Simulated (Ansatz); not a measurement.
**LiF (Griceite, Fm-3m): from the cell to its phonons**

Wanted: phonon frequencies of LiF (Griceite, Fm-3m) and what follows from them.

Method: DFT LDA, scalar-relativistic, plane waves, PAW, in Ansatz 0.2.0.

## (1) The starting structure

It takes space group Fm-3m (No. 225, cubic). Conventional cell: a = 4.028 Å, b = 4.028 Å, c = 4.028 Å, α = 90.00°, β = 90.00°, γ = 90.00°. Nearest to Li lie 6 F at 2.01 Å. Nearest to F lie 6 Li at 2.01 Å. Farther neighbours and most contacts between anions are not listed.

## (2) Relaxation

The cell and atoms are relaxed, since residual forces and stress would shift the frequencies.

Contents of input.yaml:

```yaml
crystal:
  lattice:
    - [0.0, 2.014, 2.014]
    - [2.014, 0.0, 2.014]
    - [2.014, 2.014, 0.0]
  atoms:
    - { symbol: Li, position: [0.0, 0.0, 0.0] }
    - { symbol: F, position: [0.5, 0.5, 0.5] }
kpoints:
  mp_grid: { grid: [10, 10, 10] }
hamiltonian:
  xc: lda
scf:
  occupations: { method: gaussian, width: 0.02 }
output:
  forces: true
  stress: true
  eigenvalues: true
  write_density: true
  write_potential: true
  elf: true
  volumetric_format: npy
relax:
  adjacent_minimum: "off"
  f_tol: 0.005
  max_steps: 80
  cell: { stress_tol: 0.05 }
```

Launch:

```
ansatz run input.yaml --threads 4 --pin off --max-ram 7168MiB --backend cpu --events-out ev --progress --plain --runs-dir out
```

Numbers of over 12 decimals in the logs are rounded to 6 here.

The log of the run:

```text
Engine: ansatz 0.2.0, aarch64-unknown-linux-gnu
Pseudopotentials: kind: paw
Pseudopotential: Li, paw, valence charge 3, recommended cutoff 420 eV (normal), Li.paw.azcp
Pseudopotential: F, paw, valence charge 7, recommended cutoff 420 eV (normal), F.paw.azcp
Functional definition: SPW92
  exchange = slater_x
  correlation = pw_c
Crystal: 2 atoms, lattice volume = 16.338 Å³
Basis set: ecut = 420 eV, 331 PW (Γ)
Bands: 9, of which v1, the nominal top of the filled ones, is band 5 counted from 1 (4 counted from 0)
Symmetry: 48 space group operations
Space group: Fm-3m (ITA 225), of the structure as read, at distance tolerance 2.5e-5 Å
k-points: 47 of 1000
Non-local potential: Li, projectors of the file, l = 0: 3, l = 1: 2, l = 2: 1
Non-local potential: F, projectors of the file, l = 0: 2, l = 1: 2, l = 2: 1
PAW form: soft (Blöchl's): semilocal exchange-correlation on the pseudo side does not see the compensation charge
PAW frozen core: F, regenerated for the run's functional, and the local potential with it (the file was generated under x = pbe(κ = 0.804, μ = 0.219515), c = pbe(β = 0.066725))
PAW one-centre angular grid: Li, 110 points (default); XC on 64 Gauss nodes
PAW one-centre angular grid: F, 110 points (default); XC on 64 Gauss nodes
Initial density: superposition of atomic densities (neutral atoms: chi_scale 0, normalization atom), corrected by the library's trained network
Initial wavefunctions: pseudopotential atomic-orbital guess
Functional: x = slater, c = lda
SCF iter   1: F=—  HF=-998.687102 eV  |F-HF|=—  |Δ(HF+E_count)|=         —  Δρ=2.16e-2  dr2=5.21e-2  ethr=1.77e-3  ⟨swp⟩=4.9  Hψ=2637  notcnv=0
preconditioner: auto → none  [insulator: Δε(μ)=8.616 eV  Ē_g=21.998 eV  σ=0.020 eV  W_gap=1.00  n_scr=0 (ndim 8)  ℏωp=26.0 eV  f_vac=0.000  D(μ)=0.00/eV (n_scr^D=0)  ε∞_Penn≈2.4]
SCF iter   2: F=—  HF=-998.669820 eV  |F-HF|=—  |Δ(HF+E_count)|=   1.73e-2  Δρ=1.05e-2  dr2=7.39e-3  ethr=5.21e-4  ⟨swp⟩=2.9  Hψ=1171  notcnv=0
SCF iter   3: F=—  HF=-998.666698 eV  |F-HF|=—  |Δ(HF+E_count)|=   3.12e-3  Δρ=2.04e-3  dr2=3.37e-4  ethr=7.39e-5  ⟨swp⟩=2.6  Hψ=782  notcnv=0
SCF iter   4: F=—  HF=-998.666313 eV  |F-HF|=—  |Δ(HF+E_count)|=   3.85e-4  Δρ=3.05e-4  dr2=7.03e-6  ethr=3.37e-6  ⟨swp⟩=2.0  Hψ=808  notcnv=0
SCF iter   5: F=—  HF=-998.666306 eV  |F-HF|=—  |Δ(HF+E_count)|=   7.16e-6  Δρ=2.00e-5  dr2=4.96e-8  ethr=7.03e-8  ⟨swp⟩=2.0  Hψ=470  notcnv=0
SCF iter   6: F=-998.666306 eV  HF=-998.666306 eV  |F-HF|=1.74e-11  |Δ(HF+E_count)|=   2.55e-8  Δρ=8.05e-7  dr2=5.14e-11  ethr=4.96e-10  ⟨swp⟩=4.0  Hψ=1854  notcnv=0
SCF 1 converged in 6 iterations: F = -998.666306 eV  dr2 = 5.14e-11
  greatest PAW one-centre occupation: 1.000 electrons in one spin orbital (limit 2), on the Li atom at site 0 (counted from 0), in its partial waves of l = 0
relax step   1: F+E_penalty+E_count = -998.66630617 eV  Δ(F+E_penalty+E_count) = +0.000e0 eV  max|allowed force component| = 6.981e-29 eV/Å  Δτ_max = 0.0000 Å  P = -6.459 GPa  Ω = 16.338 Å³  (6 SCF iters, dr2 threshold 1.00e-7 eV, accepted)
Crystal: 2 atoms, lattice volume = 15.894 Å³
Initial density: handed on by an earlier stage of this run
Initial wavefunctions: those handed on with the density
iter 1 solved again at ethr=1.56e-6 eV; its pass at ethr=3.10e-3 eV (dr2=1.56e-4 eV) is discarded
SCF iter   1: F=—  HF=-998.684384 eV  |F-HF|=—  |Δ(HF+E_count)|=         —  Δρ=1.73e-3  dr2=1.70e-4  ethr=1.56e-6  ⟨swp⟩=1.8  Hψ=3497  notcnv=0
preconditioner: auto → none  [insulator: Δε(μ)=9.094 eV  Ē_g=22.505 eV  σ=0.020 eV  W_gap=1.00  n_scr=0 (ndim 8)  ℏωp=26.3 eV  f_vac=0.000  D(μ)=0.00/eV (n_scr^D=0)  ε∞_Penn≈2.4]
SCF iter   2: F=—  HF=-998.684331 eV  |F-HF|=—  |Δ(HF+E_count)|=   5.32e-5  Δρ=5.56e-4  dr2=3.11e-5  ethr=1.56e-6  ⟨swp⟩=2.5  Hψ=613  notcnv=0
SCF iter   3: F=—  HF=-998.684324 eV  |F-HF|=—  |Δ(HF+E_count)|=   7.31e-6  Δρ=3.45e-4  dr2=6.98e-6  ethr=3.11e-7  ⟨swp⟩=2.1  Hψ=631  notcnv=0
SCF iter   4: F=-998.684323 eV  HF=-998.684323 eV  |F-HF|=1.73e-9  |Δ(HF+E_count)|=   1.16e-6  Δρ=2.48e-5  dr2=2.81e-8  ethr=2.00e-9  ⟨swp⟩=5.0  Hψ=2071  notcnv=0
SCF 2 converged in 4 iterations: F = -998.684323 eV  dr2 = 2.81e-8
relax step   2: F+E_penalty+E_count = -998.68432260 eV  Δ(F+E_penalty+E_count) = -1.802e-2 eV  max|allowed force component| = 3.044e-29 eV/Å  Δτ_max = 0.0000 Å  P = -4.461 GPa  Ω = 15.894 Å³  energy of the carried Pulay correction = +2.832e-3 eV  (4 SCF iters, dr2 threshold 2.00e-7 eV, accepted)
Crystal: 2 atoms, lattice volume = 14.985 Å³
Basis set: ecut = 420 eV, 283 PW (Γ)
iter 1 solved again at ethr=8.72e-6 eV; its pass at ethr=3.10e-3 eV (dr2=8.72e-4 eV) is discarded
SCF iter   1: F=—  HF=-998.702707 eV  |F-HF|=—  |Δ(HF+E_count)|=         —  Δρ=3.94e-3  dr2=8.79e-4  ethr=8.72e-6  ⟨swp⟩=1.1  Hψ=3534  notcnv=0
preconditioner: auto → none  [insulator: Δε(μ)=9.668 eV  Ē_g=23.166 eV  σ=0.020 eV  W_gap=1.00  n_scr=0 (ndim 8)  ℏωp=27.1 eV  f_vac=0.000  D(μ)=0.00/eV (n_scr^D=0)  ε∞_Penn≈2.4]
SCF iter   2: F=—  HF=-998.702440 eV  |F-HF|=—  |Δ(HF+E_count)|=   2.66e-4  Δρ=1.21e-3  dr2=1.45e-4  ethr=8.72e-6  ⟨swp⟩=2.5  Hψ=776  notcnv=0
SCF iter   3: F=—  HF=-998.702404 eV  |F-HF|=—  |Δ(HF+E_count)|=   3.67e-5  Δρ=7.43e-4  dr2=3.13e-5  ethr=1.45e-6  ⟨swp⟩=2.3  Hψ=616  notcnv=0
SCF iter   4: F=—  HF=-998.702399 eV  |F-HF|=—  |Δ(HF+E_count)|=   4.82e-6  Δρ=5.58e-5  dr2=1.25e-7  ethr=2.00e-9  ⟨swp⟩=6.0  Hψ=2866  notcnv=0
SCF iter   5: F=-998.702399 eV  HF=-998.702399 eV  |F-HF|=1.77e-10  |Δ(HF+E_count)|=   1.72e-8  Δρ=2.86e-6  dr2=6.00e-10  ethr=1.25e-9  ⟨swp⟩=6.9  Hψ=2482  notcnv=0
SCF 3 converged in 5 iterations: F = -998.702399 eV  dr2 = 6.00e-10
relax step   3: F+E_penalty+E_count = -998.70239895 eV  Δ(F+E_penalty+E_count) = -1.808e-2 eV  max|allowed force component| = 5.088e-29 eV/Å  Δτ_max = 0.0000 Å  P = +0.428 GPa  Ω = 14.985 Å³  energy of the carried Pulay correction = +8.881e-3 eV  (5 SCF iters, dr2 threshold 2.00e-7 eV, accepted)
[...]
relax step   4: F+E_penalty+E_count = -998.70197816 eV  Δ(F+E_penalty+E_count) = +4.208e-4 eV  max|allowed force component| = 9.516e-30 eV/Å  Δτ_max = 0.0000 Å  P = -0.027 GPa  Ω = 15.060 Å³  energy of the carried Pulay correction = +8.366e-3 eV  (4 SCF iters, dr2 threshold 2.00e-7 eV, accepted)
[...]
relax step   5: F+E_penalty+E_count = -998.69670965 eV  Δ(F+E_penalty+E_count) = +5.269e-3 eV  max|allowed force component| = 1.163e-29 eV/Å  Δτ_max = 0.0000 Å  P = -0.738 GPa  Ω = 15.060 Å³  stress off target by 7.38e-1 GPa  SCF on the basis re-selected at this cell (its energy is not comparable with the rows above)  (5 SCF iters)
[...]
relax step   6: F+E_penalty+E_count = -998.69778469 eV  Δ(F+E_penalty+E_count) = -1.075e-3 eV  max|allowed force component| = 1.017e-29 eV/Å  Δτ_max = 0.0000 Å  P = -0.002 GPa  Ω = 14.941 Å³  energy of the carried Pulay correction = +7.987e-4 eV  (4 SCF iters, dr2 threshold 2.00e-7 eV, accepted)
[...]
relax step   7: F+E_penalty+E_count = -998.69701447 eV  Δ(F+E_penalty+E_count) = +7.702e-4 eV  max|allowed force component| = 1.221e-29 eV/Å  Δτ_max = 0.0000 Å  P = -0.061 GPa  Ω = 14.941 Å³  stress off target by 6.15e-2 GPa  SCF on the basis re-selected at this cell (its energy is not comparable with the rows above)  (5 SCF iters)
[...]
relax step   8: F+E_penalty+E_count = -998.69708216 eV  Δ(F+E_penalty+E_count) = -6.769e-5 eV  max|allowed force component| = 7.404e-30 eV/Å  Δτ_max = 0.0000 Å  P = -0.003 GPa  Ω = 14.932 Å³  energy of the carried Pulay correction = +6.575e-5 eV  (3 SCF iters, dr2 threshold 9.45e-9 eV, accepted)
iter 1 solved again at ethr=2.06e-6 eV; its pass at ethr=3.10e-3 eV (dr2=2.06e-4 eV) is discarded
SCF iter   1: F=—  HF=-998.696912 eV  |F-HF|=—  |Δ(HF+E_count)|=         —  Δρ=1.95e-5  dr2=8.82e-9  ethr=2.06e-6  ⟨swp⟩=1.7  Hψ=3487  notcnv=0
eigensolver tolerance schedule: the retry pair's looser diagonalisation over-reported the residual by 23332.43 of it (diagonalisation noise at an unbounded share of the residual, at the tolerance the schedule requests for it); recorded, not acted on — ethr = c·dr2/N_el stays at c = 1.0e-1
preconditioner: auto → none  [insulator: Δε(μ)=9.697 eV  Ē_g=23.202 eV  σ=0.020 eV  W_gap=1.00  n_scr=0 (ndim 8)  ℏωp=27.2 eV  f_vac=0.000  D(μ)=0.00/eV (n_scr^D=0)  ε∞_Penn≈2.4]
SCF iter   2: F=—  HF=-998.696913 eV  |F-HF|=—  |Δ(HF+E_count)|=   1.25e-6  Δρ=8.35e-6  dr2=2.62e-9  ethr=8.82e-11  ⟨swp⟩=2.1  Hψ=656  notcnv=0
SCF iter   3: F=—  HF=-998.696913 eV  |F-HF|=—  |Δ(HF+E_count)|=  8.44e-11  Δρ=3.79e-6  dr2=6.56e-10  ethr=2.62e-11  ⟨swp⟩=2.5  Hψ=586  notcnv=0
SCF iter   4: F=-998.696913 eV  HF=-998.696913 eV  |F-HF|=1.14e-13  |Δ(HF+E_count)|=  2.01e-10  Δρ=2.47e-7  dr2=2.28e-12  ethr=1.00e-12  ⟨swp⟩=3.1  Hψ=1674  notcnv=0
SCF 9 converged in 4 iterations: F = -998.696913 eV  dr2 = 2.28e-12
relax step   9: F+E_penalty+E_count = -998.69691309 eV  Δ(F+E_penalty+E_count) = +1.691e-4 eV  max|allowed force component| = 1.110e-29 eV/Å  Δτ_max = 0.0000 Å  P = -0.006 GPa  Ω = 14.932 Å³  stress off target by 6.38e-3 GPa  SCF on the basis re-selected at this cell (its energy is not comparable with the rows above)  (4 SCF iters)
basis re-selected at this cell: Δ(F+E_penalty+E_count) = +1.691e-4 eV, ΔP = -0.003 GPa vs the last step (what re-selecting the basis moved, of the pressure what is left beyond the Pulay correction that the steps carried, after the strain that the cell walked since its last selection, with what the two solves' SCF thresholds leave and, on support functions, any second-order correction that the steps lacked; it is no m [...]
SCF converged after 4 iterations
Free energy (F): -998.696913 eV
Harris-Foulkes:  -998.696913 eV  (|F-HF|=1.14e-13)
Internal energy: -998.696913 eV  (E = F + TS)
E sigma→0 (E₀):  -998.696913 eV
Fermi energy:    6.199141 eV
--- Per-component energies (eV) ---
  E_band       = -112.088018
  E_kinetic    = 229.820643
  E_local      = -613.002879  (includes V_loc(G=0)·N_el)
  E_nonlocal   = 43.071696
  E_hartree    = 211.783914
  E_xc         = -89.968709
  E_vxc        = -116.592869  (∫ρ·V_xc dr)
  E_paw        = -206.413369  (= ΣΔE_a)
  E_vpaw       = -78.954481  (= ΣTr[D̂ρ^β])
  E_aug_tail   = 0.002072  (compensation charges beyond the density's cutoff)
  E_ewald      = -574.103533
  E_core_change = 0.113252  (= ΣΔE_core)
  E_smearing   = -0.000000  (= −TS)
  E_closure    = -0.000000  (closes the sum)
  Σ components = -998.696913   (vs F -998.696913, Δ=0.00e0)
--- Forces (eV/Å), atoms counted from 1 ---
  atom   1  Li    -0.00000000     0.00000000    -0.00000000
  atom   2  F      0.00000000     0.00000000    -0.00000000
  max |Σ_I F_I| component: 2.20e-29 eV/Å
--- Stress (GPa, compression-positive) ---
       -0.006379      -0.000000       0.000000
       -0.000000      -0.006379       0.000000
       -0.000000      -0.000000      -0.006379
  P = ⅓ Tr σ = -0.0064 GPa (-0.064 kbar)
--- Band table (eV; the first three rows and the last of 47) ---
  k-point 0: bands = ["-38.1909", "-18.4888", "1.3504", "1.3504", "1.3504", "11.0478", "25.9735", "25.9735", "25.9735"]
  k-point 1: bands = ["-38.1812", "-18.4445", "1.0270", "1.3230", "1.3230", "11.3270", "23.0486", "24.5844", "24.5844"]
  k-point 2: bands = ["-38.1560", "-18.3245", "0.2511", "1.2544", "1.2544", "11.9106", "20.5316", "22.9845", "22.9845"]
  k-point 46: bands = ["-38.0631", "-17.6570", "-1.4497", "-0.7305", "0.4228", "16.6599", "16.8703", "19.2705", "21.5517"]
--- Relaxed structure (6 steps of the walk, 6 accepted, 3 SCFs on fresh bases) ---
  F+E_penalty+E_count = -998.69691309 eV   max|allowed force component| = 1.110e-29 eV/Å   (the final SCF, on the basis selected at the relaxed cell)
  cell:  # Å, volume = 14.9316 Å³
    - [0, 1.954454, 1.954454]
    - [1.954454, 0, 1.954454]
    - [1.954454, 1.954454, 0]
  atoms:
    - { symbol: Li, position: [0, 0, 0] }
    - { symbol: F, position: [0.5, 0.5, 0.5] }
```

Elapsed: 2.1 s, on 4 threads of Arm Neoverse V1, shared host; peak memory 0.27 GiB.

Step by step:

| step | energy less that of the first step (eV) | largest force component (eV/Å) | pressure (GPa) | volume (Å³) |
| --- | --- | --- | --- | --- |
| 1 | 0.0000 | 0.0000 | -6.46 | 16.34 |
| 2 | -0.0180 | 0.0000 | -4.46 | 15.89 |
| 3 | -0.0361 | 0.0000 | 0.43 | 14.99 |
| 4 | -0.0357 | 0.0000 | -0.03 | 15.06 |
| 5* | -0.0304 | 0.0000 | -0.74 | 15.06 |
| 6 | -0.0315 | 0.0000 | 0.00 | 14.94 |
| 7* | -0.0307 | 0.0000 | -0.06 | 14.94 |
| 8 | -0.0308 | 0.0000 | 0.00 | 14.93 |
| 9* | -0.0306 | 0.0000 | -0.01 | 14.93 |

Relaxation steps marked * repeat the geometry before them on a plane-wave basis chosen anew for their cell, so energy and pressure can jump there.

Forces are held to the 48 operations that the run works with; a distortion that breaks them can't arise in this run.

| conventional cell, symmetrised | before | after | change |
| --- | --- | --- | --- |
| a (Å) | 4.028 | 3.909 | -3.0 % |
| b (Å) | 4.028 | 3.909 | -3.0 % |
| c (Å) | 4.028 | 3.909 | -3.0 % |
| volume (Å³/atom) | 8.17 | 7.47 | -8.6 % |

The relaxed structure:

```xyz
2
Lattice="0.0000 1.9545 1.9545 1.9545 0.0000 1.9545 1.9545 1.9545 0.0000" Properties=species:S:1:pos:R:3 pbc="T T T"
Li    0.0000    0.0000    0.0000
F     1.9545    1.9545    1.9545
```

This step gave:

```yaml
pressure: -0.006379 GPa
gap_on_the_k_mesh: 9.697 eV
volume_per_atom: 7.466 Å³
direct_gap_on_mesh: 9.697 eV
```

ELF in the ac plane of the conventional cell at fractional y = 0.000, with atoms of Li and F within 0.2 Å of it. It is the smooth field of the valence electrons, not physical close to the nuclei.

Values, 14 rows by 14 columns, each cell a mean:
```
0.92 0.62 0.12 0.24 0.67 0.79 0.69 0.64 0.76 0.78 0.52 0.11 0.31 0.80
0.38 0.18 0.04 0.17 0.54 0.74 0.79 0.79 0.79 0.70 0.37 0.07 0.09 0.31
0.11 0.09 0.06 0.08 0.28 0.54 0.67 0.71 0.64 0.44 0.15 0.05 0.07 0.11
0.55 0.48 0.30 0.10 0.08 0.17 0.24 0.25 0.21 0.11 0.05 0.15 0.37 0.52
0.79 0.75 0.61 0.30 0.06 0.04 0.12 0.18 0.10 0.03 0.11 0.44 0.70 0.78
0.71 0.77 0.75 0.48 0.09 0.18 0.62 0.74 0.48 0.10 0.21 0.64 0.79 0.76
0.51 0.71 0.79 0.55 0.11 0.38 0.92 0.97 0.74 0.18 0.25 0.71 0.79 0.64
0.64 0.76 0.78 0.52 0.11 0.31 0.80 0.92 0.62 0.12 0.24 0.67 0.79 0.69
0.79 0.79 0.70 0.37 0.07 0.09 0.31 0.38 0.18 0.04 0.17 0.54 0.74 0.79
0.71 0.64 0.44 0.15 0.05 0.07 0.11 0.11 0.09 0.06 0.08 0.28 0.54 0.67
0.25 0.21 0.11 0.05 0.15 0.37 0.52 0.55 0.48 0.30 0.10 0.08 0.17 0.24
0.18 0.10 0.03 0.11 0.44 0.70 0.78 0.79 0.75 0.61 0.30 0.06 0.04 0.12
0.74 0.48 0.10 0.21 0.64 0.79 0.76 0.71 0.77 0.75 0.48 0.09 0.18 0.62
0.97 0.74 0.18 0.25 0.71 0.79 0.64 0.51 0.71 0.79 0.55 0.11 0.38 0.92
```
Columns run along a (3.9 Å), rows up along c (3.9 Å), edges of the conventional cell, whose origin can differ from the input's. Atoms in or near the plane, at fractional coordinates: Li at (0.00, 0.00), Li at (0.50, 0.50), F at (0.50, 0.00), F at (0.00, 0.50).

Valence density in the ac plane of the conventional cell at fractional y = 0.000, with atoms of Li and F within 0.2 Å of it. It is the smooth field of the valence electrons, not physical close to the nuclei.

Ten even steps from '0' (0 e/Å³) to '9' (13 e/Å³), each cell a mean:
```
41000267410003
00000022100000
00000000000000
00000000000000
10000000000001
53000012100014
95100046200027
74100034100026
21000000000002
00000000000000
00000000000000
00000011000000
21000145300001
62000279510004
```
Columns run along a (3.9 Å), rows up along c (3.9 Å), edges of the conventional cell, whose origin can differ from the input's. Atoms in or near the plane, at fractional coordinates: Li at (0.00, 0.00), Li at (0.50, 0.50), F at (0.50, 0.00), F at (0.00, 0.50).

Electrostatic potential energy in the ac plane of the conventional cell at fractional y = 0.000, with atoms of Li and F within 0.2 Å of it. With pseudopotentials it is smooth inside the atoms' cores, unlike the true potential.

Ten even steps from '0' (-40 eV) to '9' (8 eV), each cell a mean:
```
24798400169863
56899743589976
89999988999998
99999999999999
57999876799986
02799643579951
00598521369830
01698632479840
35899765689974
89999988999998
99999999999999
67999865799987
35799510279964
13698300059852
```
Columns run along a (3.9 Å; values clipped at the 3rd and 97th percentile), rows up along c (3.9 Å), edges of the conventional cell, whose origin can differ from the input's. Atoms in or near the plane, at fractional coordinates: Li at (0.00, 0.00), Li at (0.50, 0.50), F at (0.50, 0.00), F at (0.00, 0.50).

In this step the volume went from 8.17 to 7.47 Å³/atom.

## (3) Relaxation

The relaxation is repeated from its end on the same settings, as a check that it has come to rest.

input.yaml: that of step 2 with these lines changed.

```diff
@@ -2,5 +2,5 @@
   lattice:
-    - [0.0, 2.014, 2.014]
-    - [2.014, 0.0, 2.014]
-    - [2.014, 2.014, 0.0]
+    - [0.0, 1.9544544205, 1.9544544205]
+    - [1.9544544205, 0.0, 1.9544544205]
+    - [1.9544544205, 1.9544544205, 0.0]
   atoms:
```

The log of the run:

```text
[...]
Crystal: 2 atoms, lattice volume = 14.932 Å³
Basis set: ecut = 420 eV, 283 PW (Γ)
Bands: 9, of which v1, the nominal top of the filled ones, is band 5 counted from 1 (4 counted from 0)
Symmetry: 48 space group operations
[...]
k-points: 47 of 1000
[...]
P = ⅓ Tr σ = -0.0064 GPa (-0.064 kbar)
--- Band table (eV; the first three rows and the last of 47) ---
[...]
--- Relaxed structure (1 steps of the walk, 1 accepted, 1 SCFs on fresh bases) ---
[...]
cell:  # Å, volume = 14.9316 Å³
    - [0.0, 1.9544544205, 1.9544544205]
    - [1.9544544205, 0.0, 1.9544544205]
    - [1.9544544205, 1.9544544205, 0.0]
  atoms:
    - { symbol: Li, position: [0.0, 0.0, 0.0] }
    - { symbol: F, position: [0.500000, 0.500000, 0.500000] }
[key lines of the parts left out:]
SCF converged after 4 iterations
Free energy (F): -998.696913 eV
Fermi energy:    6.199140 eV
```

Wall time 0.54 s (4 threads); peak memory 0.26 GiB; 1.5 s of CPU time.

Little changed from the start: no atom moved by 0.005 Å and no cell edge by 0.1 %.

Numbers from this step:

| Property | Result |
| --- | --- |
| pressure | -0.006385 GPa |

In this step the volume went from 7.47 to 7.47 Å³/atom.

## (4) Relaxing to small forces for the phonons

Phonons need a cell at rest on their own settings, so the relaxation is repeated with tight tolerances on forces and stress on the k mesh and occupations of the first response run.

input.yaml, the sections that differ from step 3:

```yaml
kpoints:
  mp_grid: { grid: [12, 12, 12] }
scf:
  occupations: { method: fixed }
output:
  forces: true
  stress: true
  eigenvalues: true
relax:
  adjacent_minimum: "off"
  f_tol: 0.001
  max_steps: 60
  cell: { stress_tol: 0.01 }
# crystal, hamiltonian: as in step 3
```

The log of the run:

```text
[...]
Crystal: 2 atoms, lattice volume = 14.932 Å³
Basis set: ecut = 420 eV, 283 PW (Γ)
Bands: 9, of which v1, the nominal top of the filled ones, is band 5 counted from 1 (4 counted from 0)
Symmetry: 48 space group operations
[...]
k-points: 72 of 1728
[...]
P = ⅓ Tr σ = -0.0052 GPa (-0.052 kbar)
--- Band table (eV; the first three rows and the last of 72) ---
[...]
--- Relaxed structure (1 steps of the walk, 1 accepted, 1 SCFs on fresh bases) ---
[...]
cell:  # Å, volume = 14.9316 Å³
    - [0.0, 1.9544544205, 1.9544544205]
    - [1.9544544205, 0.0, 1.9544544205]
    - [1.9544544205, 1.9544544205, 0.0]
  atoms:
    - { symbol: Li, position: [0.0, 0.0, 0.0] }
    - { symbol: F, position: [0.500000, 0.500000, 0.500000] }
[key lines of the parts left out:]
SCF converged after 4 iterations
Free energy (F): -998.696940 eV
Fermi energy:    1.350763 eV
```

Wall time 0.62 s (4 threads); peak memory 0.26 GiB.

Little changed from the start: no atom moved by 0.005 Å and no cell edge by 0.1 %.

Numbers from this step:

```
pressure : -0.005168 GPa
```

The forces vanish by symmetry and the pressure is -0.005 GPa, within the tolerances set. The cell now holds 7.47 Å³/atom.

(Continued in part 2 of 3.)

[Logs are printed without paths, hosts, clocks, repeated set-up lines and the standing remarks that a program may print on its own settings, such as how far it seeks lower states.]

[Hosts, paths, dates, database ids (printed as entryN), source tags and the programs' standing remarks are cut or masked in the printed files.]
